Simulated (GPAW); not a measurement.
# BiOCl (P4/nmm): G0W0 with GPAW, start to end

Wanted: ground state, empty states, screening and self-energy for BiOCl (P4/nmm).

Method: LDA and many-body steps on it, plane waves, in GPAW 26.7.0.

**Experimental background.**

- Gap 3.36 eV: optical gap from Kubelka-Munk/Tauc analysis; UV-vis diffuse reflectance; powder (solvothermal hierarchical microspheres made without additive) (“Hydrothermal Crystallization of Bismuth Oxychlorides (BiOCl) Using Different Shape Control Reagents”, 2021, pmc:8123882).

- Gap 3.44 eV: optical gap from Tauc plot; UV-vis diffuse reflectance; powder (hydrothermal powder) (“Synergistic Piezo-Photocatalysis of BiOCl/NaNbO3 Heterojunction Piezoelectric Composite for High-Efficient Organic Pollutant Degradation”, 2022, pmc:8839476).

## 1. Set-up

The structure is tetragonal, space group P4/nmm (No. 129). Conventional cell: a = 3.886 Å, b = 3.886 Å, c = 7.349 Å, α = 90.00°, β = 90.00°, γ = 90.00°. Nearest to Bi lie 4 O at 2.31 Å and 4 Cl at 3.06 Å. Nearest to Cl lie 4 Bi at 3.06 Å. O has 4 Bi at 2.31 Å nearest. Farther neighbours and most contacts between anions are not listed.

The cell and positions come from the Crystallography Open Database and are kept as given unless a step says otherwise. Spin-orbit coupling is left out unless a step names it.

## 2. Ground state

This step: GPAW 26.7.0; DFT, LDA, plane waves, PAW.

The ground-state density comes first.

run.py

```python
import json
import numpy as np
from gpaw.mpi import world
from ase import Atoms
from gpaw import GPAW, PW, FermiDirac

atoms = Atoms(['Bi', 'Bi', 'Cl', 'Cl', 'O', 'O'],
    cell=[[3.8855100000, 0.0000000000, 0.0000000000],
      [0.0000000000, 3.8855100000, 0.0000000000],
      [0.0000000000, 0.0000000000, 7.3489000000]],
    scaled_positions=[[0.5000000000, 0.0000000000, 0.3290400000],
      [0.0000000000, 0.5000000000, 0.6709600000],
      [0.0000000000, 0.5000000000, 0.1472000000],
      [0.5000000000, 0.0000000000, 0.8528000000],
      [0.0000000000, 0.0000000000, 0.5000000000],
      [0.5000000000, 0.5000000000, 0.5000000000]],
    pbc=(True, True, True))
calc = GPAW(mode=PW(600),
    xc='LDA',
    kpts={'size': (6, 6, 4), 'gamma': True},
    occupations=FermiDirac(0.001),
    nbands=-9,
    convergence={'density': 1e-6, 'bands': -3},
    maxiter=100,
    txt='gs.txt')
atoms.calc = calc
res = {'energy': atoms.get_potential_energy()}
kpts = calc.get_ibz_k_points()
res['kpts'] = kpts
res['eigenvalues'] = [calc.get_eigenvalues(kpt=k) for k in range(len(kpts))]
res['n_electrons'] = calc.get_number_of_electrons()
calc.write('gs.gpw')

if world.rank == 0:
    with open('result.json', 'w') as f:
        json.dump(res, f, default=lambda x: x.tolist())
```

Started as:

```bash
$ mpirun -n 4 gpaw python run.py
```

Numbers of over 12 decimals in the logs are rounded to 6 here.

The log of the run:

```text
__  _  _
 | _ |_)|_||  |
 |__||  | ||/\| - 26.7.0

Input parameters:
  mode=PW(ecut=600.0),
  convergence={'density': 1e-06, 'bands': -3},
  kpts=MonkhorstPack(size=(6, 6, 4), gamma=True),
  maxiter=100,
  nbands=-9,
  occupations=Occupations(name='fermi-dirac', width=0.001, fixmagmom=False),
  xc=XC(name='LDA')
  [... matrices ...]
Diagonalizing LCAO Hamiltonian
Converting LCAO to pw mode
   .---------.
  /|         |
 * |         |
 | |  Cl     |
 |Bi         |
 | |         |
 | |   O     |
 O |         |
 | |  Bi     |
 |Cl---------.
 |/         /
 *---------*

Atoms  # Å, Bohr magnetons
|   | symbol |        x |        y |        z |    initial magnetic moments |
| 0 |     Bi | 1.942755 | 0.000000 | 2.418082 | ( 0.0000,  0.0000,  0.0000) |
| 1 |     Bi | 0.000000 | 1.942755 | 4.930818 | ( 0.0000,  0.0000,  0.0000) |
| 2 |     Cl | 0.000000 | 1.942755 | 1.081758 | ( 0.0000,  0.0000,  0.0000) |
| 3 |     Cl | 1.942755 | 0.000000 | 6.267142 | ( 0.0000,  0.0000,  0.0000) |
| 4 |      O | 0.000000 | 0.000000 | 3.674450 | ( 0.0000,  0.0000,  0.0000) |
| 5 |      O | 1.942755 | 1.942755 | 3.674450 | ( 0.0000,  0.0000,  0.0000) |

Unit cell  # Å
| periodic |        x |        y |        z |  lengths |    angles |
|      yes | 3.885510 | 0.000000 | 0.000000 | 3.885510 | 90.000000 |
|      yes | 0.000000 | 3.885510 | 0.000000 | 3.885510 | 90.000000 |
|      yes | 0.000000 | 0.000000 | 7.348900 | 7.348900 | 90.000000 |

Number of symmetries: 8
Symmetry operations  # r_c * U_cc + t_c -> r_c
|   | kind |            matrix            |
| 0 |  E   |  1, 0, 0,  0, 1, 0,  0, 0, 1 |
| 1 |  σ   |  1, 0, 0,  0,-1, 0,  0, 0, 1 |
| 2 |  C2  |  0, 1, 0,  1, 0, 0,  0, 0,-1 |
| 3 |  S4  |  0, 1, 0, -1, 0, 0,  0, 0,-1 |
| 4 |  S4  |  0,-1, 0,  1, 0, 0,  0, 0,-1 |
| 5 |  C2  |  0,-1, 0, -1, 0, 0,  0, 0,-1 |
| 6 |  σ   | -1, 0, 0,  0, 1, 0,  0, 0, 1 |
| 7 |  C2  | -1, 0, 0,  0,-1, 0,  0, 0, 1 |

BZ-sampling:
  Number of BZ points: 144
  Number of IBZ points: 30

  Monkhorst-Pack size: [6, 6, 4]
  Monkhorst-Pack shift: [0.083333, 0.083333, 0.125]

K-points  # in reciprocal-cell coordinates
|     |                                coordinates |     weight |
|   0 | (  0.00000000,   0.00000000,   0.00000000) | 0.00694444 |
|   1 | (  0.00000000,   0.00000000,   0.25000000) | 0.01388889 |
|   2 | (  0.00000000,   0.00000000,   0.50000000) | 0.00694444 |
|   3 | (  0.16666667,   0.00000000,   0.00000000) | 0.02777778 |
|   4 | (  0.16666667,   0.00000000,   0.25000000) | 0.05555556 |
|   5 | (  0.16666667,   0.00000000,   0.50000000) | 0.02777778 |
|   6 | (  0.16666667,   0.16666667,   0.00000000) | 0.02777778 |
|   7 | (  0.16666667,   0.16666667,   0.25000000) | 0.05555556 |
|   8 | (  0.16666667,   0.16666667,   0.50000000) | 0.02777778 |
|   9 | (  0.33333333,   0.00000000,   0.00000000) | 0.02777778 |
| ... |                                            |            |
|  29 | (  0.50000000,   0.50000000,   0.50000000) | 0.00694444 |

Plane wave coefficients: 3733
Cutoff: 600.0 eV

Spin-components: 1 (collinear spins)
Bands:           37
Projectors:      32
Spin-degeneracy: 2
Datatype:        complex128

  Storage: CPU
  Wave functions: 66_298_080 bytes (16_574_520 per core)
  Projectors: 55_547_040 bytes (13_886_760 per core)
  [... matrices ...]
Parallelization:
  kpt:    4
  domain: 1
  band:   1

Density:
  Valence electrons: 56.0
  Components: 1
  Grid points: [24 24 42]
  Charge: 0.0  # |e|

Potential:
  Grid points: [24 24 42]

species:
  Bi:
    name:    Bismuth
    Z:       83.0
    valence: 15
    core:    68
    charge:  0.0  # [|e|]
    compensation charges:
      type: gauss
      rc: 0.38  # [Å]
      lmax: 2
    cutoffs:
      filter: 2.23  # [Å]
      core: 2.33  # [Å]
    projectors
    | kind |    occ | energy [eV] | rcut [Å] |
    |   6s |  2.000 |     -14.665 |    1.286 |
    |   6p |  3.000 |      -4.777 |    1.275 |
    |   5d | 10.000 |     -27.225 |    1.349 |
    |    s |        |      12.546 |    1.286 |
    |    p |        |      22.434 |    1.275 |
    |    d |        |      -0.013 |    1.349 |

    Using partial waves for Bi as LCAO basis

  Cl:
    name:    Chlorine
    Z:       17.0
    valence: 7
    core:    10
    charge:  0.0  # [|e|]
    compensation charges:
      type: gauss
      rc: 0.25  # [Å]
      lmax: 2
    cutoffs:
      filter: 1.40  # [Å]
      core: 1.49  # [Å]
    projectors
    | kind |    occ | energy [eV] | rcut [Å] |
    |   3s |  2.000 |     -20.688 |    0.794 |
    |   3p |  5.000 |      -8.701 |    0.794 |
    |    s |        |       6.523 |    0.794 |
    |    p |        |      18.511 |    0.794 |
    |    d |        |       0.000 |    0.794 |

    Using partial waves for Cl as LCAO basis

  O:
    name:    Oxygen
    Z:       8.0
    valence: 6
    core:    2
    charge:  0.0  # [|e|]
    compensation charges:
      type: gauss
      rc: 0.21  # [Å]
      lmax: 2
    cutoffs:
      filter: 1.17  # [Å]
      core: 0.83  # [Å]
    projectors
    | kind |    occ | energy [eV] | rcut [Å] |
    |   2s |  2.000 |     -23.752 |    0.688 |
    |   2p |  4.000 |      -9.195 |    0.598 |
    |    s |        |       3.459 |    0.688 |
    |    p |        |      18.016 |    0.598 |
    |    d |        |       0.000 |    0.619 |

    Using partial waves for O as LCAO basis

Reference energy: -1198170.770753  # eV

eigensolver:
  PPCG
  Converge bands: -3
  niter=2

density mixing:
  MSR1-Mixer
  Pratt-step length: 0.05
  Maximum mixing coefficient: 0.75
  Old densities: 10
  SVD Regularization: 0.005
  Good broyden scale: 1.0
  Trust region scale: 1.0
  Backstep threshold: 4.0
  History deletion threshold: 6.0
  Fourier metric: weight=20.0, sigma=0.015

occupation numbers:
  Fermi-Dirac:
    width: 0.0010  # eV

poisson solver:
  ecut: 4800.0  # eV

xc functional:
  name: None

Initialization done in: 1.494 s

convergence criteria:
- Maximum integral of absolute [dens]ity change: 1e-06 electrons / valence electron
- Maximum [total energy] change in last 3 cyles: 0.0005 eV / valence electron
- Maximum integral of absolute [eigenst]ate change: 4e-08 eV^2 / valence electron
maximum number of iterations: 100

SCF iterations
|iter     |     time |      energy | eigst |  dens |
|iter:   1|  |  -39.035922 | +0.30 |       |
|iter:   2|  |  -37.837209 | -1.06 | -1.01 |
|iter:   3|  |  -35.099456 | -0.96 | -1.07 |
|iter:   4|  |  -35.047009 | -1.80 | -1.57 |
|iter:   5|  |  -35.010148 | -2.29 | -1.78 |
|iter:   6|  |  -35.003659 | -3.18 | -2.07 |
|iter:   7|  |  -35.003770c| -4.42 | -3.04 |
|iter:   8|  |  -35.003810c| -5.30 | -3.48 |
|iter:   9|  |  -35.003816c| -6.09 | -4.13 |
|iter:  10|  |  -35.003816c| -6.90 | -4.58 |
|iter:  11|  |  -35.003817c| -7.50c| -4.71 |
|iter:  12|  |  -35.003817c| -7.78c| -5.41 |
|iter:  13|  |  -35.003817c| -8.38c| -5.95 |
|iter:  14|  |  -35.003817c| -8.88c| -6.66c|

Converged in 14 steps
SCF loop duration: 20.971 s (1.498 s/step)
Energy contributions relative to reference atoms: (reference = -1198170.770753)
  [... matrices ...]
Energy contributions:
  Kinetic:          59.404014
  Coulomb:         -56.045087
  Zero:             -2.861768
  External:          0.000000
  Xc:              -35.500976
  Entropy:          -0.000000
  Spinorbit:         0.000000
  ----------------------------
  Free energy:     -35.003817
  Extrapolated:    -35.003817

dipole moment: (-40.627122, -40.627122, 0.000014)  # |e|*Ang

Fermi level: 5.835
Eigenvalues  # (at kpt = [0.000, 0.000, 0.000])
| band index |      eig [eV] | occ [0-2] |
|          0 |       -17.229 |     2.000 |
|        ... |               |           |
|         20 |         3.163 |     2.000 |
|         21 |         3.163 |     2.000 |
|         22 |         3.299 |     2.000 |
|         23 |         3.299 |     2.000 |
|         24 |         3.679 |     2.000 |
|         25 |         3.679 |     2.000 |
|         26 |         3.741 |     2.000 |
|         27 |         3.957 |     2.000 |
|         28 |         7.714 |     0.000 |
[...]
|         32 |        11.820 |     0.000 |
|         33 |        11.862 |     0.000 |
|         34 |        11.862 |     0.000 |
|         35 |        13.796 |     0.000 |
|         36 |        13.950 |     0.000 |

Gap: 2.509 eV
Transition (v -> c):
  (s=0, k=11, n=27, [0.33, 0.00, 0.50]) -> (s=0, k=2, n=28, [0.00, 0.00, 0.50])
Direct/indirect transitions are different
Direct gap: 2.825 eV
Transition at: (s=0, k=2, n=27, [0.00, 0.00, 0.50])
# Writing to gs.gpw (mode='')
  [... matrices ...]
```

It took 24 s on 4 MPI ranks of Arm Neoverse V2, shared host; peak memory 0.87 GiB.

This step gave:

| Property | Result |
| --- | --- |
| total energy | -35.00 eV |
| gap | 2.509 eV |
| k of the valence top | 0.3333, 0, 0.5 |
| k of the conduction bottom | 0, 0, 0.5 |
| least direct gap | 2.825 eV |

The gap is indirect, with the least direct gap 0.32 eV higher.

## 3. Bands along the symmetry lines

Levels along a band path, at the cheap level, show where the edges lie and whether the meshes to come will hold them.

run.py

```python
import json
import numpy as np
from gpaw.mpi import world
from gpaw import GPAW

path = [[0.000000, 0.000000, 0.000000],
    [0.000000, 0.062500, 0.000000],
    [0.000000, 0.125000, 0.000000],
    [0.000000, 0.187500, 0.000000],
    [0.000000, 0.250000, 0.000000],
    [0.000000, 0.312500, 0.000000],
    [0.000000, 0.375000, 0.000000],
    [0.000000, 0.437500, 0.000000],
    [0.000000, 0.500000, 0.000000],
    [0.062500, 0.500000, 0.000000],
    [0.125000, 0.500000, 0.000000],
    [0.187500, 0.500000, 0.000000],
    [0.250000, 0.500000, 0.000000],
    [0.312500, 0.500000, 0.000000],
    [0.375000, 0.500000, 0.000000],
    [0.437500, 0.500000, 0.000000],
    [0.500000, 0.500000, 0.000000],
    [0.437500, 0.437500, 0.000000],
    [0.375000, 0.375000, 0.000000],
    [0.312500, 0.312500, 0.000000],
    [0.250000, 0.250000, 0.000000],
    [0.187500, 0.187500, 0.000000],
    [0.125000, 0.125000, 0.000000],
    [0.062500, 0.062500, 0.000000],
    [0.000000, 0.000000, 0.000000],
    [0.000000, 0.000000, 0.062500],
    [0.000000, 0.000000, 0.125000],
    [0.000000, 0.000000, 0.187500],
    [0.000000, 0.000000, 0.250000],
    [0.000000, 0.000000, 0.312500],
    [0.000000, 0.000000, 0.375000],
    [0.000000, 0.000000, 0.437500],
    [0.000000, 0.000000, 0.500000],
    [0.000000, 0.062500, 0.500000],
    [0.000000, 0.125000, 0.500000],
    [0.000000, 0.187500, 0.500000],
    [0.000000, 0.250000, 0.500000],
    [0.000000, 0.312500, 0.500000],
    [0.000000, 0.375000, 0.500000],
    [0.000000, 0.437500, 0.500000],
    [0.000000, 0.500000, 0.500000],
    [0.062500, 0.500000, 0.500000],
    [0.125000, 0.500000, 0.500000],
    [0.187500, 0.500000, 0.500000],
    [0.250000, 0.500000, 0.500000],
    [0.312500, 0.500000, 0.500000],
    [0.375000, 0.500000, 0.500000],
    [0.437500, 0.500000, 0.500000],
    [0.500000, 0.500000, 0.500000],
    [0.437500, 0.437500, 0.500000],
    [0.375000, 0.375000, 0.500000],
    [0.312500, 0.312500, 0.500000],
    [0.250000, 0.250000, 0.500000],
    [0.187500, 0.187500, 0.500000],
    [0.125000, 0.125000, 0.500000],
    [0.062500, 0.062500, 0.500000],
    [0.000000, 0.000000, 0.500000],
    [0.000000, 0.500000, 0.000000],
    [0.000000, 0.500000, 0.062500],
    [0.000000, 0.500000, 0.125000],
    [0.000000, 0.500000, 0.187500],
    [0.000000, 0.500000, 0.250000],
    [0.000000, 0.500000, 0.312500],
    [0.000000, 0.500000, 0.375000],
    [0.000000, 0.500000, 0.437500],
    [0.000000, 0.500000, 0.500000],
    [0.500000, 0.500000, 0.000000],
    [0.500000, 0.500000, 0.062500],
    [0.500000, 0.500000, 0.125000],
    [0.500000, 0.500000, 0.187500],
    [0.500000, 0.500000, 0.250000],
    [0.500000, 0.500000, 0.312500],
    [0.500000, 0.500000, 0.375000],
    [0.500000, 0.500000, 0.437500],
    [0.500000, 0.500000, 0.500000]]
calc = GPAW('gs.gpw').fixed_density(kpts=path,
    symmetry='off',
    nbands=38,
    convergence={'bands': 34},
    txt='bands.txt')
res = {}
kpts = calc.get_ibz_k_points()
res['kpts'] = kpts
res['eigenvalues'] = [calc.get_eigenvalues(kpt=k) for k in range(len(kpts))]
res['n_electrons'] = calc.get_number_of_electrons()

if world.rank == 0:
    with open('result.json', 'w') as f:
        json.dump(res, f, default=lambda x: x.tolist())
```

Started as:

```bash
$ mpirun -n 4 gpaw python run.py
```

The log of the run:

```text
Diagonalizing LCAO Hamiltonian
Converting LCAO to pw mode
convergence criteria:
- Maximum integral of absolute [eigenst]ate change: 4e-08 eV^2 / valence electron
maximum number of iterations: 100

SCF iterations
|iter     |     time |      energy | eigst |  dens |
|iter:   1|  |             | +0.50 |       |
|iter:   2|  |             | -0.95 |       |
|iter:   3|  |             | -2.02 |       |
[...]
|iter:   7|  |             | -5.59 |       |
|iter:   8|  |             | -6.56 |       |
|iter:   9|  |             | -7.48c|       |
SCF steps: 9
  __  _  _
 | _ |_)|_||  |
 |__||  | ||/\| - 26.7.0

Input parameters:
  mode=PW(ecut=600.0),
  convergence={'bands': 34},
  gpts=array([24, 24, 42]),
  kpts=KPoints(kpts=array([[0.    , 0.    , 0.    ],
         [0.    , 0.0625, 0.    ],
         [0.    , 0.125 , 0.    ],
         [0.    , 0.1875, 0.    ],
         [0.    , 0.25  , 0.    ],
         [0.    , 0.3125, 0.    ],
         [0.    , 0.375 , 0.    ],
[...]
[0.0625, 0.5   , 0.    ],
[...]
[0.1875, 0.5   , 0.    ],
[...]
[0.3125, 0.5   , 0.    ],
[...]
[0.4375, 0.4375, 0.    ],
[...]
[0.3125, 0.3125, 0.    ],
[...]
[0.1875, 0.1875, 0.    ],
[...]
[0.    , 0.    , 0.0625],
[...]
[0.    , 0.    , 0.1875],
[...]
[0.    , 0.    , 0.3125],
[...]
[0.    , 0.3125, 0.5   ],
[...]
[0.    , 0.4375, 0.5   ],
[...]
[0.3125, 0.5   , 0.5   ],
[...]
[0.4375, 0.5   , 0.5   ],
[...]
[0.1875, 0.1875, 0.5   ],
[...]
[0.0625, 0.0625, 0.5   ],
[...]
[0.5   , 0.5   , 0.25  ],
         [0.5   , 0.5   , 0.3125],
         [0.5   , 0.5   , 0.375 ],
         [0.5   , 0.5   , 0.4375],
         [0.5   , 0.5   , 0.5   ]])),
  maxiter=100,
  nbands=38,
  occupations=Occupations(name='fermi-dirac', width=0.001, fixmagmom=False),
  parallel={},
  symmetry=Symmetry(point_group=False, time_reversal=False),
  xc=XC(name='LDA')
  [... matrices ...]
timing:  # [seconds]
  Total: 0.031  # ━━━━━━━━━━━━━━━━━━━━━━━━━━━━━━━━━━━━━━━━━━━━━━━━━━━━━━━━━━━
```

It took 36 s on 4 MPI ranks; peak memory 1.1 GiB; 2.4 min of CPU time.

This step gave:

```
gap                        : 2.457 eV
k of the valence top       : 0, 0.4375, 0.5
k of the conduction bottom : 0, 0, 0.5
least direct gap           : 2.825 eV
```

The gap is 2.457 eV, −0.052 eV from the run before at this level.

Electronic bands along the path, in eV, zero at the top of the highest filled band:

| point | band 25 | band 26 | band 27 | band 28 | band 29 | band 30 | band 31 | band 32 |
| --- | --- | --- | --- | --- | --- | --- | --- | --- |
| Γ | -1.08 | -1.08 | -1.02 | -0.80 | 2.96 | 3.63 | 5.19 | 5.19 |
| halfway | -1.04 | -0.54 | -0.40 | -0.29 | 4.18 | 4.53 | 4.71 | 4.88 |
| X | -0.93 | -0.93 | -0.09 | -0.09 | 4.46 | 4.46 | 5.08 | 5.08 |
| halfway | -1.05 | -1.05 | -0.71 | -0.71 | 4.46 | 4.46 | 5.30 | 5.30 |
| M | -0.73 | -0.73 | -0.72 | -0.72 | 3.98 | 3.98 | 5.70 | 5.70 |
| halfway | -0.86 | -0.64 | -0.52 | -0.39 | 3.83 | 4.90 | 5.06 | 5.40 |
| Γ | -1.08 | -1.08 | -1.02 | -0.80 | 2.96 | 3.63 | 5.19 | 5.19 |
| halfway | -0.91 | -0.91 | -0.76 | -0.55 | 2.69 | 3.23 | 5.19 | 5.19 |
| Z | -0.78 | -0.78 | -0.42 | -0.37 | 2.46 | 2.79 | 5.20 | 5.20 |
| halfway | -0.89 | -0.80 | -0.58 | -0.18 | 3.93 | 4.18 | 5.04 | 5.13 |
| R | -0.73 | -0.73 | -0.08 | -0.08 | 4.26 | 4.26 | 5.16 | 5.16 |
| halfway | -0.97 | -0.97 | -0.66 | -0.66 | 3.97 | 3.97 | 5.66 | 5.66 |
| A | -1.41 | -1.41 | -0.73 | -0.73 | 4.40 | 4.40 | 5.93 | 5.93 |
| halfway | -1.01 | -0.82 | -0.61 | -0.34 | 3.34 | 4.67 | 5.19 | 5.45 |
| Z | -0.78 | -0.78 | -0.42 | -0.37 | 2.46 | 2.79 | 5.20 | 5.20 |
| jump to X | -0.93 | -0.93 | -0.09 | -0.09 | 4.46 | 4.46 | 5.08 | 5.08 |
| halfway | -0.82 | -0.82 | -0.09 | -0.09 | 4.36 | 4.36 | 5.12 | 5.12 |
| R | -0.73 | -0.73 | -0.08 | -0.08 | 4.26 | 4.26 | 5.16 | 5.16 |
| jump to M | -0.73 | -0.73 | -0.72 | -0.72 | 3.98 | 3.98 | 5.70 | 5.70 |
| halfway | -1.03 | -1.03 | -0.73 | -0.73 | 4.19 | 4.19 | 5.82 | 5.82 |
| A | -1.41 | -1.41 | -0.73 | -0.73 | 4.40 | 4.40 | 5.93 | 5.93 |

## 4. Empty states on the mesh, 4×4×2 mesh, 1005 bands

The sums over transitions need many empty states on a uniform mesh; this step solves for them.

run.py

```python
import json
import numpy as np
from gpaw.mpi import world
from gpaw import GPAW

calc = GPAW('gs.gpw').fixed_density(kpts={'size': (4, 4, 2), 'gamma': True},
    parallel={'domain': 1, 'band': 1},
    txt='nscf.txt')
calc.diagonalize_full_hamiltonian(nbands=1005)
calc.write('full.gpw', mode='all')
res = {}
kpts = calc.get_ibz_k_points()
res['kpts'] = kpts
res['eigenvalues'] = [calc.get_eigenvalues(kpt=k) for k in range(len(kpts))]
res['n_electrons'] = calc.get_number_of_electrons()

if world.rank == 0:
    with open('result.json', 'w') as f:
        json.dump(res, f, default=lambda x: x.tolist())
```

Started as:

```bash
$ mpirun -n 4 gpaw python run.py
```

The log of the run:

```text
Diagonalizing LCAO Hamiltonian
Converting LCAO to pw mode
convergence criteria:
- Maximum integral of absolute [eigenst]ate change: 4e-08 eV^2 / valence electron
maximum number of iterations: 100

SCF iterations
|iter     |     time |      energy | eigst |  dens |
|iter:   1|  |             | +0.46 |       |
|iter:   2|  |             | -0.94 |       |
|iter:   3|  |             | -2.13 |       |
[...]
|iter:   8|  |             | -5.54 |       |
|iter:   9|  |             | -6.61 |       |
|iter:  10|  |             | -7.49c|       |
SCF steps: 10
  __  _  _
 | _ |_)|_||  |
 |__||  | ||/\| - 26.7.0

Input parameters:
  mode=PW(ecut=600.0),
  convergence={'density': 1e-06, 'bands': -3},
  gpts=array([24, 24, 42]),
  kpts=MonkhorstPack(size=(4, 4, 2), gamma=True),
  maxiter=100,
  nbands=37,
  occupations=Occupations(name='fermi-dirac', width=0.001, fixmagmom=False),
  parallel={'domain': 1, 'band': 1},
  xc=XC(name='LDA')
Matrix size: 3733x3733
# Writing to full.gpw (mode='all')
  [... matrices ...]

timing:  # [seconds]
  Total: 151.317  # ━━━━━━━━━━━━━━━━━━━━━━━━━━━━━━━━━━━━━━━━━━━━━━━━━━━━━━━━━
```

Run time: 2.7 min. Hardware: 4 MPI ranks; peak memory 5.6 GiB.

Numbers from this step:

| Property | Result |
| --- | --- |
| gap | 2.538 eV |
| k of the valence top | 0.5, 0, 0.5 |
| k of the conduction bottom | 0, 0, 0.5 |
| least direct gap | 2.825 eV |
| k points computed | 12 |
| lowest point of the top converged band, above the valence top | 233.5420 eV |

On this mesh the gap is 2.538 eV.

(Part 1 of 2 ends here.)

[Paths, hosts, dates, memory and timing lines, banners, echoed tables and standing remarks are left out of the program output.]

[Logs are printed without paths, hosts, clocks, repeated set-up lines and the standing remarks that a program may print on its own settings, such as how far it seeks lower states.]

[Runs of the session that timed out or met a known fault of the program may be left out.]

[Hosts, paths, dates, database ids (printed as entryN), source tags and the programs' standing remarks are cut or masked in the printed files.]
